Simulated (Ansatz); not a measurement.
# Charge trapping in a frame of liquid (K,Cs,Na)F from 1100 K (106 atoms), part 4 of 4

Does an extra electron or hole in a frame of liquid (K,Cs,Na)F from 1100 K (106 atoms) stay spread out, or do the atoms trap it?

Ansatz 0.2.0; Kohn-Sham DFT, PBE, PAW (set soft_2), plane waves.

The cell: 22 K, 6 Cs, 25 Na and 53 F. The network of bonds at the start is that of the classical potential that made the cell. The ion parameters were fitted for water, not for melts. The Brillouin zone is sampled at Γ only, in a cell whose shortest periodic width is 13 Å. No spin–orbit coupling is included.

So far. Step 8 (Neutral at the geometry of the electron): Neutral at the geometry of the electron: the energy stands 0.0215 eV above that of the reference. Step 9 (An extra hole, atoms held): An extra hole, atoms held: the energy stands 0.296 eV above that of the reference, with a moment of 0.99 μB.

## Step 10: An extra hole, atoms relaxed

The atoms now respond to the charge; the energy gained comes from screening by the atoms, from trapping if the charge localises, and from any strain left in the reference.

The input, input.yaml:

```yaml
crystal:
  lattice:
    - [13.42746, 0.0, 0.0]
    - [0.0, 13.42746, 0.0]
    - [0.0, 0.0, 13.42746]
  atoms:
    [... the 106 atom lines of step 4 ...]
total_charge: 1
kpoints:
  mp_grid: { grid: [1, 1, 1] }
hamiltonian:
  xc: pbe
scf:
  occupations: { method: fermi_dirac, width: 0.01 }
  lower_state_search: "off"
output:
  forces: true
magnetization:
  spin_polarized: true
  initial_magnetization: 1
relax:
  f_tol: 0.05
  max_steps: 90
```

Started as:

```bash
$ ansatz run input.yaml --threads 4 --pin off --max-ram 15872MiB --backend cpu --events-out ev --progress --plain --runs-dir out
```

Numbers of over 12 decimals in the logs are rounded to 6 here.

The log of the run:

```text
[...]
Crystal: 106 atoms, lattice volume = 2420.926 Å³
Basis set: ecut = 420 eV, 47257 PW (Γ), exchange–correlation on 180×180×180 points (8 copies of the dense FFT grid, shifted against one another)
Bands: 530, of which v1, the nominal top of the filled ones, is band 424 counted from 1 (423 counted from 0)
Symmetry: 1 space group operations
[...]
k-points: 1
[...]
Starting moments: Σ|m| = 1 μB on 106 of 106 sites
[...]
SCF iter   1: F=—  HF=-148139.907500 eV  |F-HF|=—  |Δ(HF+E_count)|=         —  Δρ=8.40e-2 (↑8.18e-2 ↓8.40e-2)  dr2=5.67e2  dr2_m=1.00e0  M=1.000 μB ∫|m|=1.132 μB  β_m=1.00  ethr=3.10e-3  ⟨swp⟩=6.0  Hψ=4056  notcnv=0  defer=160
[...]
SCF iter   4: F=—  HF=-147994.925223 eV  |F-HF|=—  |Δ(HF+E_count)|=    8.12e0  Δρ=1.74e-2 (↑1.21e-2 ↓1.74e-2)  dr2=3.04e1  dr2_m=5.51e-1  M=1.000 μB ∫|m|=1.084 μB  β_m=0.30  ethr=3.10e-3  ⟨swp⟩=2.0  Hψ=1828  notcnv=0  defer=198
[...]
SCF iter  10: F=—  HF=-147986.674697 eV  |F-HF|=—  |Δ(HF+E_count)|=   7.62e-2  Δρ=6.80e-3 (↑4.61e-3 ↓6.80e-3)  dr2=3.61e0  dr2_m=1.28e-1  M=0.118 μB ∫|m|=0.226 μB  β_m=0.30  ethr=8.06e-4  ⟨swp⟩=2.0  Hψ=1656  notcnv=0  defer=198
[...]
SCF iter  12: F=—  HF=-147986.681588 eV  |F-HF|=—  |Δ(HF+E_count)|=   3.84e-2  Δρ=6.35e-3 (↑4.44e-3 ↓6.35e-3)  dr2=3.86e0  dr2_m=5.61e-2  M=0.222 μB ∫|m|=0.301 μB  β_m=0.33  ethr=4.24e-4  ⟨swp⟩=2.0  Hψ=1372  notcnv=0  defer=198
[...]
SCF iter  30: F=—  HF=-147986.765512 eV  |F-HF|=—  |Δ(HF+E_count)|=   4.81e-3  Δρ=2.96e-3 (↑7.70e-4 ↓2.96e-3)  dr2=3.62e-1  dr2_m=4.56e-2  M=0.951 μB ∫|m|=1.020 μB  β_m=0.12  ethr=6.51e-5  ⟨swp⟩=2.0  Hψ=1059  notcnv=0  defer=198
[...]
SCF iter  32: F=—  HF=-147986.754030 eV  |F-HF|=—  |Δ(HF+E_count)|=   1.60e-2  Δρ=2.05e-3 (↑7.13e-4 ↓2.05e-3)  dr2=1.58e-1  dr2_m=1.87e-2  M=0.931 μB ∫|m|=0.995 μB  β_m=0.13  ethr=4.27e-5  ⟨swp⟩=2.0  Hψ=1053  notcnv=0  defer=198
[...]
SCF iter  59: F=-147986.740653 eV  HF=-147986.740660 eV  |F-HF|=6.48e-6  |Δ(HF+E_count)|=   3.11e-7  Δρ=1.58e-5 (↑3.72e-6 ↓1.58e-5)  dr2=8.14e-6  dr2_m=1.21e-6  M=0.991 μB ∫|m|=1.049 μB  β_m=0.12  ethr=6.13e-10  ⟨swp⟩=1.0  Hψ=1931  notcnv=0
SCF iter  60: F=-147986.740659 eV  HF=-147986.740660 eV  |F-HF|=1.03e-6  |Δ(HF+E_count)|=   3.81e-8  Δρ=7.99e-6 (↑3.43e-6 ↓7.99e-6)  dr2=1.84e-6  dr2_m=4.09e-7  M=0.991 μB ∫|m|=1.049 μB  ethr=6.13e-10  ⟨swp⟩=1.0  Hψ=1930  notcnv=0
SCF 1 converged in 60 iterations: F = -147986.740659 eV  dr2 = 1.84e-6
[...]
relax step   1: F+E_penalty+E_count = -147986.74065888 eV  Δ(F+E_penalty+E_count) = +0.000e0 eV  max|allowed force component| = 9.712e-2 eV/Å  Δτ_max = 0.0000 Å  (60 SCF iters, dr2 threshold 6.25e-5 eV, accepted)
[...]
relax step   2: F+E_penalty+E_count = -147986.76481888 eV  Δ(F+E_penalty+E_count) = -2.416e-2 eV  max|allowed force component| = 7.484e-2 eV/Å  Δτ_max = 0.0784 Å  (58 SCF iters, accepted)
[...]
relax step   3: F+E_penalty+E_count = -147986.77776571 eV  Δ(F+E_penalty+E_count) = -1.295e-2 eV  max|allowed force component| = 6.140e-2 eV/Å  Δτ_max = 0.0361 Å  (35 SCF iters, accepted)
[...]
relax step   4: F+E_penalty+E_count = -147986.79191562 eV  Δ(F+E_penalty+E_count) = -1.415e-2 eV  max|allowed force component| = 5.370e-2 eV/Å  Δτ_max = 0.2000 Å  (60 SCF iters, accepted)
[...]
relax step   5: F+E_penalty+E_count = -147986.80040932 eV  Δ(F+E_penalty+E_count) = -8.494e-3 eV  max|allowed force component| = 2.608e-2 eV/Å  Δτ_max = 0.0379 Å  (42 SCF iters, accepted)
SCF converged after 42 iterations
Magnetization: 0.9955 μB (423.9977 up, 423.0023 down)
Absolute magnetization: 1.0615 μB (∫|ρ↑−ρ↓|, with the PAW one-centre terms)
[...]
Per-site moments (μB) at R_I (Å): [(6.556940806299468e-6, 1.075842), (-0.000210234, 1.087089), (-2.63232808826662e-5, 1.062662), (8.193888095775335e-5, 1.025346), (0.000188284, 1.079570), [...]
Free energy (F): -147986.800409 eV
[...]
Internal energy: -147986.775405 eV  (E = F + TS)
E sigma→0 (E₀):  -147986.787907 eV
Entropy (-TS):   -0.025004 eV (-0.236 meV/atom)
Fermi energy:    -0.331695 eV
[...]
Σ components = -147986.800409   (vs F -147986.800409, Δ=0.00e0)
--- Forces (eV/Å), atoms counted from 1 ---
  atom   1  K      0.00519046    -0.00245435    -0.00410660
  atom   2  K      0.00799354    -0.00295625    -0.00831280
  atom   3  K      0.00467903     0.00583223     0.00067308
  atom   4  K     -0.00438907     0.00320302    -0.00801275
[...]
atom 106  F     -0.00269300    -0.00299029    -0.00354445
  max |Σ_I F_I| component: 4.74e-5 eV/Å
--- Relaxed structure (5 steps of the walk, 5 accepted, 0 SCFs on fresh bases) ---
  F+E_penalty+E_count = -147986.80040932 eV   max|allowed force component| = 2.608e-2 eV/Å
  atoms:
    - { symbol: K, position: [0.677240, 0.531300, 0.611256] }
    - { symbol: K, position: [0.678771, 0.403918, 0.00348881] }
    - { symbol: K, position: [0.465005, 0.128352, 0.692000] }
    - { symbol: K, position: [0.240451, 0.624014, 0.891519] }
[...]
- { symbol: F, position: [0.191175, 0.986407, 0.844814] }
```

The job ended after 13 min (4 threads of Intel Xeon Platinum 8259CL at 2.50GHz (Skylake/Cascade Lake), shared host; peak memory 5.9 GiB).

The relaxation converged after 5 steps, 0.0597 eV below its start, with a largest force component of 0.026 eV/Å.

An extra hole, atoms relaxed: the energy stands 0.237 eV above that of the reference, with a moment of 1.00 μB.

## Step 11: An extra hole, levels at the relaxed geometry

A single point at the new geometry gives levels and spin density.

The input, input.yaml:

```yaml
crystal:
  lattice:
    - [13.42746, 0.0, 0.0]
    - [0.0, 13.42746, 0.0]
    - [0.0, 0.0, 13.42746]
  atoms:
    - { symbol: K, position: [0.67724, 0.5313, 0.61126] }
    - { symbol: K, position: [0.67877, 0.40392, 0.00349] }
    - { symbol: K, position: [0.46501, 0.12835, 0.692] }
    - { symbol: K, position: [0.24045, 0.62401, 0.89152] }
    - { symbol: K, position: [0.1418, 0.15265, 0.51571] }
    - { symbol: K, position: [0.19808, 0.36341, 0.21543] }
    [... 94 atom lines left out ...]
    - { symbol: F, position: [0.50797, 0.50578, 0.94991] }
    - { symbol: F, position: [0.88432, 0.52047, 0.62398] }
    - { symbol: F, position: [0.93684, 0.61704, 0.35123] }
    - { symbol: F, position: [0.06609, 0.22557, 0.15546] }
    - { symbol: F, position: [0.50031, 0.52288, 0.24717] }
    - { symbol: F, position: [0.19117, 0.98641, 0.84481] }
total_charge: 1
kpoints:
  mp_grid: { grid: [1, 1, 1] }
hamiltonian:
  xc: pbe
scf:
  occupations: { method: fermi_dirac, width: 0.01 }
  lower_state_search: "off"
output:
  forces: true
  stress: true
  populations: true
  dos:
    method: { smearing: { sigma: 0.1 } }
    de: 0.1
    projected: { site_lists: { Cs: [Cs], F: [F], K: [K], Na: [Na] } }
  eigenvalues: true
  write_density: true
  write_potential: true
  volumetric_format: npy
magnetization:
  spin_polarized: true
  initial_magnetization: 1
```

The log of the run:

```text
[...]
Crystal: 106 atoms, lattice volume = 2420.926 Å³
Basis set: ecut = 420 eV, 47257 PW (Γ), exchange–correlation on 180×180×180 points (8 copies of the dense FFT grid, shifted against one another)
Bands: 530, of which v1, the nominal top of the filled ones, is band 424 counted from 1 (423 counted from 0)
Symmetry: 1 space group operations
[...]
k-points: 1
[...]
Starting moments: Σ|m| = 1 μB on 106 of 106 sites
[...]
SCF iter   1: F=—  HF=-148139.903814 eV  |F-HF|=—  |Δ(HF+E_count)|=         —  Δρ=8.35e-2 (↑8.18e-2 ↓8.35e-2)  dr2=5.64e2  dr2_m=4.70e-1  M=1.000 μB ∫|m|=1.122 μB  β_m=1.00  ethr=3.10e-3  ⟨swp⟩=6.0  Hψ=4056  notcnv=0  defer=162
[...]
SCF iter   2: F=—  HF=-148016.611904 eV  |F-HF|=—  |Δ(HF+E_count)|=         —  Δρ=2.63e-2 (↑2.50e-2 ↓2.63e-2)  dr2=7.77e1  dr2_m=4.65e-1  M=0.584 μB ∫|m|=0.728 μB  β_m=0.30  ethr=3.10e-3  ⟨swp⟩=3.0  Hψ=2409  notcnv=0  defer=198
[...]
SCF iter   8: F=—  HF=-147986.800856 eV  |F-HF|=—  |Δ(HF+E_count)|=   1.65e-1  Δρ=1.13e-2 (↑8.31e-3 ↓1.13e-2)  dr2=1.05e1  dr2_m=1.43e-1  M=0.125 μB ∫|m|=0.262 μB  β_m=0.30  ethr=9.86e-4  ⟨swp⟩=2.5  Hψ=1558  notcnv=0  defer=198
[...]
SCF iter  10: F=—  HF=-147986.748089 eV  |F-HF|=—  |Δ(HF+E_count)|=   2.68e-1  Δρ=7.07e-3 (↑3.89e-3 ↓7.07e-3)  dr2=2.96e0  dr2_m=1.52e-1  M=0.582 μB ∫|m|=0.676 μB  β_m=0.33  ethr=5.38e-4  ⟨swp⟩=2.0  Hψ=1982  notcnv=0  defer=198
[...]
SCF iter  67: F=-147986.800411 eV  HF=-147986.800411 eV  |F-HF|=5.47e-9  |Δ(HF+E_count)|=   2.85e-9  Δρ=5.28e-7 (↑9.93e-8 ↓5.28e-7)  dr2=7.69e-9  dr2_m=1.66e-9  M=0.995 μB ∫|m|=1.061 μB  β_m=0.13  ethr=5.34e-12  ⟨swp⟩=6.0  Hψ=4713  notcnv=0
SCF iter  68: F=-147986.800411 eV  HF=-147986.800411 eV  |F-HF|=9.31e-10  |Δ(HF+E_count)|=  4.95e-10  Δρ=2.49e-7 (↑1.02e-7 ↓2.49e-7)  dr2=2.28e-9  dr2_m=4.16e-10  M=0.995 μB ∫|m|=1.061 μB  ethr=1.00e-12  ⟨swp⟩=4.0  Hψ=4109  notcnv=0
SCF 1 converged in 68 iterations: F = -147986.800411 eV  dr2 = 2.28e-9
[...]
SCF converged after 68 iterations
Magnetization: 0.9955 μB (423.9977 up, 423.0023 down)
Absolute magnetization: 1.0616 μB (∫|ρ↑−ρ↓|, with the PAW one-centre terms)
[...]
Per-site moments (μB) at R_I (Å): [(6.582606303852207e-6, 1.075789), (-0.000210322, 1.087085), (-2.635179815926061e-5, 1.062663), (8.188562499856842e-5, 1.025363), (0.000188239, 1.079537), [...]
Free energy (F): -147986.800411 eV
[...]
Internal energy: -147986.775408 eV  (E = F + TS)
E sigma→0 (E₀):  -147986.787910 eV
Entropy (-TS):   -0.025003 eV (-0.236 meV/atom)
Fermi energy:    -0.331715 eV
[...]
Σ components = -147986.800411   (vs F -147986.800411, Δ=0.00e0)
--- Forces (eV/Å), atoms counted from 1 ---
  atom   1  K      0.00523450    -0.00238375    -0.00431955
  atom   2  K      0.00797216    -0.00300718    -0.00829780
  atom   3  K      0.00463897     0.00599490     0.00067066
  atom   4  K     -0.00433696     0.00334167    -0.00815684
[...]
atom 106  F     -0.00248346    -0.00302621    -0.00338625
  max |Σ_I F_I| component: 5.64e-5 eV/Å
--- Stress (GPa, compression-positive) ---
       -0.525573       0.256534      -0.031100
        0.256534      -0.834477      -0.128199
       -0.031100      -0.128199      -0.510495
  P = ⅓ Tr σ = -0.6235 GPa (-6.235 kbar)
--- Band table (eV) ---
[...]
--- Löwdin populations: 106 sites ---
  site symbol       q [e]    m [muB]
     0      K      8.1364    -0.0002
     1      K      8.1452    -0.0004
     2      K      8.1154    -0.0001
[...]
105      F      7.7737     0.0097
  spilling = 0.004192 (of n_electrons = 847.000000)
```

It took 4.6 min on 4 threads; peak memory 6 GiB; 18 min of CPU time.

An extra hole, levels at the relaxed geometry: the energy stands 0.237 eV above that of the reference, with a moment of 1.00 μB.

The levels nearest the highest filled one (over half full), pooled over k-points and spins:

| level less the highest filled one (eV) | occupation |
| --- | --- |
| -0.0198 | 0.921 |
| -0.0098 | 0.811 |
| -0.0067 | 0.76 |
| 0 | 0.618 |
| 4.83 | 0 |
| 4.84 | 0 |
| 5.72 | 0 |
| 5.72 | 0 |

Spin density in the ac plane at fractional y = 0.355, with atoms of K and Cs and Na and F within 0.2 Å of it.

Ten even steps from '0' (-0.04 × 1e-2 e/Å³) to '9' (5.81 × 1e-2 e/Å³), each cell a mean:
```
00000000000000000000000000000000000000
00000000000000000000000000000000000000
00000000000000000000000000000000000000
00000000000000000000000000000000000000
00000000000000000000000000000000000000
00000000000000000000000000000000000000
00000000000000000000000000000000000000
00000000000000000000000000000000000000
00000000000000000000000000000000000000
00000000000000000000000000000000000000
00000000000000000000000000000000000000
00000000000000000000000000000000000000
00000000000000000000000000000000000000
00000000000000000000000000000000000000
00000000000001000000000000000000000000
00000000000049100000000000000000000000
00000000000000000000000000000000000000
00000000000000000000000000000000000000
00000000000000000000000000000110000000
00000000000000000000000000000591000000
00000000000000000000000000000230000000
00000000000000000000000000000000000000
00000000003200000000000000000000000000
00000000027410000000000000000000000000
```
Columns run along a (13.4 Å), rows up along c (13.4 Å). Atoms in or near the plane, at fractional coordinates: K at (0.20, 0.22), Cs at (0.95, 0.32), Na at (0.48, 0.24), Na at (0.17, 0.76), Na at (0.88, 0.57), Na at (0.41, 0.97), F at (0.79, 0.17), F at (0.34, 0.34).

## Step 12: Neutral at the geometry of the hole

The neutral cell at the new geometry gives the energy of that geometry without the charge.

Input and log are left out; they have the form of those shown for this kind of step.

It took 42 s on 4 threads of Intel Xeon Platinum 8259CL at 2.50GHz (Skylake/Cascade Lake), shared host; peak memory 3.5 GiB.

Neutral at the geometry of the hole: the energy stands 0.0335 eV above that of the reference.

## Step 13: Energies and spread of the extra charge

Energies are differences within one cell and functional; the shift is the gain plus the neutral cell's energy at the new geometry, that is how much cheaper the vertical process becomes there. The spread is the participation number of the site moments (1/Σw², over the spin inside atomic spheres), with the atom that holds the largest share and the spin that the spheres hold in all.

| carrier | charged less neutral, atoms held (eV) | gain on relaxing (eV) | neutral cell at that geometry, less the reference (eV) | shift of the vertical energy (eV) | spread, atoms held | spread, relaxed |
| --- | --- | --- | --- | --- | --- | --- |
| electron | 4.448 | 0.028 | 0.021 | 0.050 | - | - |
| hole | 0.296 | 0.060 | 0.033 | 0.093 | 33; F70 6 % of 0.96 μB | 24; F79 9 % of 0.97 μB |

## Step 14: Findings

The extra electron gains 0.028 eV as the atoms relax: so small a gain shows no trapping at this level. The cell with the electron keeps a moment of only 0.00 μB where one unpaired electron should give 1 μB: the carrier is shared between both spins, which can hide trapping. The extra hole gains 0.060 eV as the atoms relax, and its spin goes from about 33 to 24 atoms: it stays spread out at this level. The hole is shared among 6 partly filled levels, as near-degenerate levels under the smearing give, and as self-interaction favours. Adding the two vertical energies gives 4.74 eV, against a gap of 4.61 eV in the neutral cell. The zero of the potential cancels in this sum; the excess isn't taken apart here: charging of a small cell, filling of bands on a coarse mesh and the attraction to the background can all enter.

**Limits.** Single energies of charged cells hang on the program's zero of potential. In the spin-polarised runs the search for a state of lower energy was switched off. No distortion was seeded, so a trapped state behind a barrier can't be found. Local and semilocal functionals favour spread-out charges, so trapping can be missed. Charged cells carry a uniform background, with no correction for images.

The DFT runs together took 41 min of wall time.

[Logs are printed without paths, hosts, clocks, repeated set-up lines and the standing remarks that a program may print on its own settings, such as how far it seeks lower states.]

[Hosts, paths, dates, database ids (printed as entryN), source tags and the programs' standing remarks are cut or masked in the printed files.]
